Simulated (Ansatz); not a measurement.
# Formation energy and levels of the substitutional impurity Ta_Si in SiC (P6_3mc)

Aim: at which Fermi levels does Ta_Si in SiC (P6_3mc) change its charge? The model is a cell of 108 host atoms with 1 Si taken out and 1 Ta put in.

Main program and level: Ansatz 0.2.0; place-levels on r2SCAN runs: charge-transition levels and formation energies with image-charge correction and potential alignment at the atomic sites; PAW set soft_1.

The experiments to compare with:

“Charge spill-out and work function of few-layer graphene on SiC(0001)” (2018, arxiv:1806.04908) quotes from earlier work for SiC, 6H (bulk crystal, literature): band gap (indirect gap, experimental literature value) 3.03 eV [Literature value cited in passing in the theory part; temperature and measurement method …].

**1. The structure**

The cell holds 108 atoms: 53 Si, 54 C and 1 Ta. Cell: a = 9.236 Å, b = 9.236 Å, c = 15.108 Å, α = 90.0°, β = 90.0°, γ = 120.0°. It derives from SiC (space group P6_3mc). Nearest the centre at fractional (0.667, 0.667, 0.500): Ta101 at 0.00 Å, C71 at 1.89 Å, C107 at 1.89 Å, C59 at 1.89 Å, C104 at 1.89 Å, Si77 at 3.08 Å, Si53 at 3.08 Å, Si5 at 3.08 Å.

Screening for the image-charge correction: ε∞ = (7.09, 7.09, 7.35), ε0 = (10.43, 10.43, 10.95), computed on the host (DFPT, PBEsol, on the r2SCAN cell), and a cell off the functional's own equilibrium shifts the ionic part.

The cell's shortest repeat is 9.2 Å.

**2. The runs of each charge state**

Levels follow from differences of total energies between charge states, each relaxed by itself.

Each atom starts 0.05 Å or so off its site in a random direction: a symmetric start keeps its symmetry, and would miss off-centre moves and Jahn–Teller distortions. Forces are taken at one point at (¼, ¼, ¼). The cell holds 1 electron more than the neutral one, with a uniform background that keeps it neutral on the whole.

The sampling was tested on the host first: at the k-points planned (1x1x1 shifted 0.25 0.25 0.25) its energy lies -0.041 eV an atom from the dense-mesh value, a large miss, so this sampling is coarse for the host.

One state's input; the others differ in charge, spin, start and seed, and in occupations where the table says so.

The input, qm1.relax/input.yaml:

```yaml
crystal:
  lattice:
    - [9.23599493, 0.0, 0.0]
    - [-4.61799746, 7.99860624, 0.0]
    - [0.0, 0.0, 15.1078644]
  atoms:
    - { symbol: Si, position: [0.11111111, 0.22222222, 0.8329854] }
    - { symbol: Si, position: [0.22222222, 0.11111111, 0.3329854] }
[... 2 atom lines left out ...]
    - { symbol: Si, position: [0.0, 0.0, 0.49972248] }
[... 17 atom lines left out ...]
    - { symbol: C, position: [0.22222222, 0.44444444, 0.54152848] }
[... 5 atom lines left out ...]
    - { symbol: Si, position: [0.0, 0.66666667, 0.49972248] }
[... 20 atom lines left out ...]
    - { symbol: Si, position: [0.55555556, 0.44444444, 0.3329854] }
    - { symbol: Si, position: [0.55555556, 0.44444444, 0.66650102] }
[... 1 atom line left out ...]
    - { symbol: Si, position: [0.33333333, 0.33333333, 0.49972248] }
[... 5 atom lines left out ...]
    - { symbol: C, position: [0.55555556, 0.44444444, 0.54152848] }
[... 2 atom lines left out ...]
    - { symbol: Si, position: [0.55555556, 0.77777778, 0.3329854] }
    - { symbol: Si, position: [0.55555556, 0.77777778, 0.66650102] }
[... 1 atom line left out ...]
    - { symbol: Si, position: [0.33333333, 0.66666667, 0.49972248] }
[... 5 atom lines left out ...]
    - { symbol: C, position: [0.55555556, 0.77777778, 0.54152848] }
[... 5 atom lines left out ...]
    - { symbol: Si, position: [0.66666667, 0.0, 0.49972248] }
[... 5 atom lines left out ...]
    - { symbol: C, position: [0.88888889, 0.11111111, 0.54152848] }
[... 5 atom lines left out ...]
    - { symbol: Si, position: [0.66666667, 0.33333333, 0.49972248] }
[... 5 atom lines left out ...]
    - { symbol: C, position: [0.88888889, 0.44444444, 0.54152848] }
[... 2 atom lines left out ...]
    - { symbol: Si, position: [0.88888889, 0.77777778, 0.3329854] }
    - { symbol: Si, position: [0.88888889, 0.77777778, 0.66650102] }
[... 1 atom line left out ...]
    - { symbol: Ta, position: [0.66666667, 0.66666667, 0.49972248] }
[... 2 atom lines left out ...]
    - { symbol: C, position: [0.66666667, 0.66666667, 0.37436694] }
[... 2 atom lines left out ...]
    - { symbol: C, position: [0.88888889, 0.77777778, 0.54152848] }
    - { symbol: C, position: [0.77777778, 0.88888889, 0.04152848] }
  host:
    repeats: [3, 3, 1]
    atoms:
      - { symbol: Si, position: [0.33333333, 0.66666667, 0.8329854] }
      - { symbol: Si, position: [0.66666667, 0.33333333, 0.3329854] }
      # ... 10 more atoms of the perfect host
total_charge: -1
basis:
  ecutwfc: 500
  xc_grid: 2
hamiltonian:
  xc: r2scan
  pseudopotentials: { kind: paw, azcp: { folder: soft_1 } }
kpoints:
  mp_grid: { grid: [1, 1, 1], shift: [0.25, 0.25, 0.25] }
scf:
  occupations: { method: fixed }
  max_iter: 80
output:
  forces: true
  charged_corrections:
    epsilon: [7.09, 7.09, 7.35]
    static_epsilon: [10.43, 10.43, 10.95]
    defect_position: [0.666667, 0.666667, 0.499722]
relax:
  f_tol: 0.02
  max_steps: 80
  random_displacement: { amplitude: 0.05, seed: 2105 }
checkpoint:
  write: "../qm1.relax.run"
  compress: false
  write_wavefunctions: true
  write_every: 100000
```

Run with:

```
> ansatz run input.yaml --threads 4 --pin off --max-ram 15073MiB --backend cpu --events-out ev --progress --plain --runs-dir out
```

Defect states can disperse in a cell of this size, so the energy is taken again at a 2×2×2 shifted mesh, on the relaxed structure.

The run of this state that the levels use, under r2SCAN:

The input, qm1.point/input.yaml:

```yaml
crystal:
  checkpoint: "../qm1.relax.run"
  host: checkpoint
total_charge: -1
basis:
  ecutwfc: 500
  xc_grid: 2
hamiltonian:
  xc: r2scan
  pseudopotentials: { kind: paw, azcp: { folder: soft_1 } }
kpoints:
  mp_grid: { grid: [2, 2, 2], shift: [0.5, 0.5, 0.5] }
scf:
  occupations: { method: fermi_dirac, width: 0.01 }
  max_iter: 80
output:
  forces: true
  eigenvalues: true
  charged_corrections:
    epsilon: [7.09, 7.09, 7.35]
    static_epsilon: [10.43, 10.43, 10.95]
    defect_position: [0.666667, 0.666667, 0.499722]
  eigenstates: { localisation: true }
  populations: true
  band_densities: [{ bands: [v1, v1] }, { bands: [c1, c1] }]
  write_density: true
  write_potential: true
  volumetric_format: npy
checkpoint:
  read: "../qm1.relax.run"
  write: "../qm1.point.run"
  compress: false
  write_wavefunctions: false
  write_every: 100000
```

Relaxations under r2SCAN at one point at (¼, ¼, ¼); times on 4 threads of Arm Neoverse V1, shared host:

| charge | moment (μB) | occupations | outcome | steps | largest displacement against the far atoms (Å) | time |
| --- | --- | --- | --- | --- | --- | --- |
| −1 | 0 | fixed | converged | 8 | 0.17 | 4.9 min |
| 0 | 1 | fixed | converged | 9 | 0.20 | 14 min |
| +1 | 0 | fixed | converged | 5 | 0.14 | 3.3 min |
| −1 | 2 | fixed | converged | 9 | 0.18 | 13 min |

Single points under r2SCAN at a 2×2×2 shifted mesh; times on 4 threads of Arm Neoverse V1, shared host:

| charge | moment (μB) | occupations | outcome | time |
| --- | --- | --- | --- | --- |
| −1 | 0 | fermi-dirac | converged | 4.2 min |
| 0 | 1 | fermi-dirac | converged | 12 min |
| +1 | 0 | fermi-dirac | converged | 3.9 min |
| −1 | 2 | fermi-dirac | converged | 11 min |

Distances (Å) from Ta101 to the nearest atoms after relaxation with r2SCAN:

| charge | moment (μB) | 1. | 2. | 3. | 4. | 5. | 6. |
| --- | --- | --- | --- | --- | --- | --- | --- |
| −1 | 0 | C 2.01 | C 2.02 | C 2.04 | C 2.07 | Si 3.05 | Si 3.05 |
| −1 | 2 | C 2.02 | C 2.05 | C 2.05 | C 2.06 | Si 3.09 | Si 3.09 |
| 0 | 1 | C 2.03 | C 2.04 | C 2.05 | C 2.05 | Si 3.07 | Si 3.08 |
| +1 | 0 | C 2.00 | C 2.01 | C 2.02 | C 2.02 | Si 3.10 | Si 3.10 |

**3. Placing the levels, r2SCAN**

A charged cell interacts with its images and the background, and its potential has another zero than the host's. place-levels removes the first by a point-charge model, screened by the static dielectric constant since the ions have relaxed around the charge, and the second by comparing potentials at atoms far from the defect.

The host is a run of the defect-free crystal in the same cutoffs, grids and k-points, so that basis and sampling errors cancel in part in the differences. The host is run in a cell of 12 atoms on a matching mesh. Its band edges are searched through the zone by a band path, so the gap is smaller than, or equal to, that on the mesh. Chemical potentials are energies per atom of Si (diamond) and Ta (bcc), run with the same functional and cutoff.

The input, levels.point.yaml:

```yaml
host:
  run: host.point.run
states: [qm1.point.run, q0_M1.point.run, qp1.point.run, qm1_M2.point.run]
geometry_from:
  qm1.point.run: qm1.relax.run
  q0_M1.point.run: q0_M1.relax.run
  qp1.point.run: qp1.relax.run
  qm1_M2.point.run: qm1_M2.relax.run
  host.point.run: host.relax.run
chemical_potentials:
  Si:
    energy: -639.06578
    dataset: <sha256 of the dataset>
  Ta:
    energy: -9945.170238
    dataset: "<sha256 of the dataset>"
epsilon: [7.09, 7.09, 7.35]
static_epsilon: [10.43, 10.43, 10.95]
vertical:
  - { from: qm1.point.run, to: qm1.point_neutral.run }
  - { from: qp1.point.run, to: qp1.point_neutral.run }
  - { from: qm1_M2.point.run, to: qm1_M2.point_neutral.run }
```

Run with:

```
> ansatz place-levels levels.point.yaml -- --threads 4 --pin off --max-ram 15073MiB
```

Numbers of over 12 decimals in the logs are rounded to 6 here.

The program printed:

```text
[... repeated set-up lines and file paths are left out, and long positions are rounded to six places ...]
(+1/0) 2.165 eV above the valence edge, 0.204 eV under the conduction edge
(0/-1) 2.393 eV above the valence edge (+2.600 eV without the band-filling correction), in the conduction band
formation energy of charge +1: +1.382 eV with the Fermi level at the valence edge
formation energy of charge 0: +3.547 eV with the Fermi level at the valence edge
formation energy of charge -1: +5.940 eV with the Fermi level at the valence edge
vertical -1 to 0: no energy, since no alignment is typed
  the change from vertical[0].from (qm1.point.run) to vertical[0].to (qm1.point_neutral.run): by its potential at epsilon [7.09, 7.09, 7.35] it stands at 0.604 0.643 0.584, with an rms radius of about 5.6 Å (3.2 3.0 3.5 Å across the planes of the cell's [...]
vertical +1 to 0: no energy, since no alignment is typed
  the change from vertical[1].from (qp1.point.run) to vertical[1].to (qp1.point_neutral.run): by its potential at epsilon [7.09, 7.09, 7.35] it stands at 0.643 0.692 0.502, with an rms radius of about 3.9 Å (1.9 1.9 2.8 Å across the planes of the cell's [...]
vertical -1 to 0: no energy, since no alignment is typed
  the change from vertical[2].from (qm1_M2.point.run) to vertical[2].to (qm1_M2.point_neutral.run): by its potential at epsilon [7.09, 7.09, 7.35] it stands at 0.617 0.686 0.507, with an rms radius of about 4.2 Å (2.0 2.1 3.1 Å across the planes of the cell's [...]
  edges by r2scan, gap 2.368 eV; the host is sampled to repeats of 18.47 Å
  the defect's cells are sampled to repeats of 18.47 Å, like sampling
  charge +1: -57446.0892 eV with its correction of +0.354 eV, at epsilon [10.43, 10.43, 10.95], aligned at sites: +0.1876 eV, mean over 73 atomic sites at or beyond 4.62 Å from the host's site at [0.6663, 0.6671, 0.4997] by the defect at [0.6667, 0.6667, [...]
  charge 0: +0.000 eV for its dipole among its images, +0.003 omitted
  states[1] (q0_M1.point.run): levels filled in part (TS 0.002 eV): its energy is of no whole electron's
  charge -1: -57422.4564 eV with its correction of -0.078 eV, at epsilon [10.43, 10.43, 10.95], aligned at sites: +0.2444 eV, mean over 73 atomic sites at or beyond 4.62 Å from the host's site at [0.6663, 0.6671, 0.4997] by the defect at [0.6667, 0.6667, [...]
  states[3] (qm1_M2.point.run): levels filled in part (TS 0.006 eV): its energy is of no whole electron's
  charge -1: states[0] (qm1.point.run) stands 0.049 eV higher, with a moment of 0.00 μB against 2.00
  states[0] (qm1.point.run): levels filled in part (TS 0.005 eV): its energy is of no whole electron's
  of states[2] (qp1.point.run): it parts from the run at its places by a charge that spreads by about 1.9 Å along one vector (1.4 Å or more is wide), by its potential at epsilon [7.09, 7.09, 7.35], taken for that of held ions (one typed too small widens it), [...]
  of states[1] (q0_M1.point.run): stability_check_not_made
  of states[3] (qm1_M2.point.run): it parts from the run at its places by a charge that spreads by about 2.1 Å along one vector (1.4 Å or more is wide), by its potential at epsilon [7.09, 7.09, 7.35], taken for that of held ions (one typed too small widens [...]
  of states[0] (qm1.point.run): it parts from the run at its places by a charge that spreads by about 3.2 Å along one vector (1.4 Å or more is wide), by its potential at epsilon [7.09, 7.09, 7.35], taken for that of held ions (one typed too small widens it), [...]
  vertical[0].from (qm1.point.run): levels filled in part (TS 0.005 eV): its energy is of no whole electron's
  of vertical[0].from (qm1.point.run): its sublattices stand up to 0.0202 Å off the host's, which by the two runs' forces adds about +0.01 eV to its energy against the host's, and moves the band edges: relax the crystal first, and build the cells on it; [...]
  of vertical[0].to (qm1.point_neutral.run): stability_check_not_made
  of vertical[1].from (qp1.point.run): it parts from the run at its places by a charge that spreads by about 1.9 Å along one vector (1.4 Å or more is wide), by its potential at epsilon [7.09, 7.09, 7.35], taken for that of held ions (one typed too small [...]
  vertical[1].to (qp1.point_neutral.run): levels filled in part (TS 0.005 eV): its energy is of no whole electron's
  of vertical[1].to (qp1.point_neutral.run): its moments are held at its close (magnetization.spin_locking), by a field of 0.027 eV a Bohr magneton, and its energy and levels are of the state that this holds: a run that lets them go can end lower; [...]
  vertical[2].from (qm1_M2.point.run): levels filled in part (TS 0.006 eV): its energy is of no whole electron's
  of vertical[2].from (qm1_M2.point.run): its sublattices stand up to 0.0202 Å off the host's, which by the two runs' forces adds about +0.02 eV to its energy against the host's, and moves the band edges: relax the crystal first, and build the cells on it; [...]
  vertical[2].to (qm1_M2.point_neutral.run): levels filled in part (TS 0.002 eV): its energy is of no whole electron's
  of vertical[2].to (qm1_M2.point_neutral.run): it set out from the moments of a save, which an earlier run chose (saved_moments_taken); stability_check_not_made
```

It took 0.66 s on 4 threads of Arm Neoverse V1, shared host.

(Continued in part 2 of 2.)

[Logs are printed without paths, hosts, clocks, repeated set-up lines and the standing remarks that a program may print on its own settings, such as how far it seeks lower states.]

[Hosts, paths, dates, database ids (printed as entryN), source tags and the programs' standing remarks are cut or masked in the printed files.]

[Where a table of states has a column of steps, it counts the stored structures, which are thinned; the runs took as many ionic steps or more.]

[A defect's name tells the site on which it was built; relaxed atoms can leave that site.]

[For some hosts the program warned that the k-mesh of the response run may be too coarse for force constants and the static dielectric constant; such warnings are not shown here.]
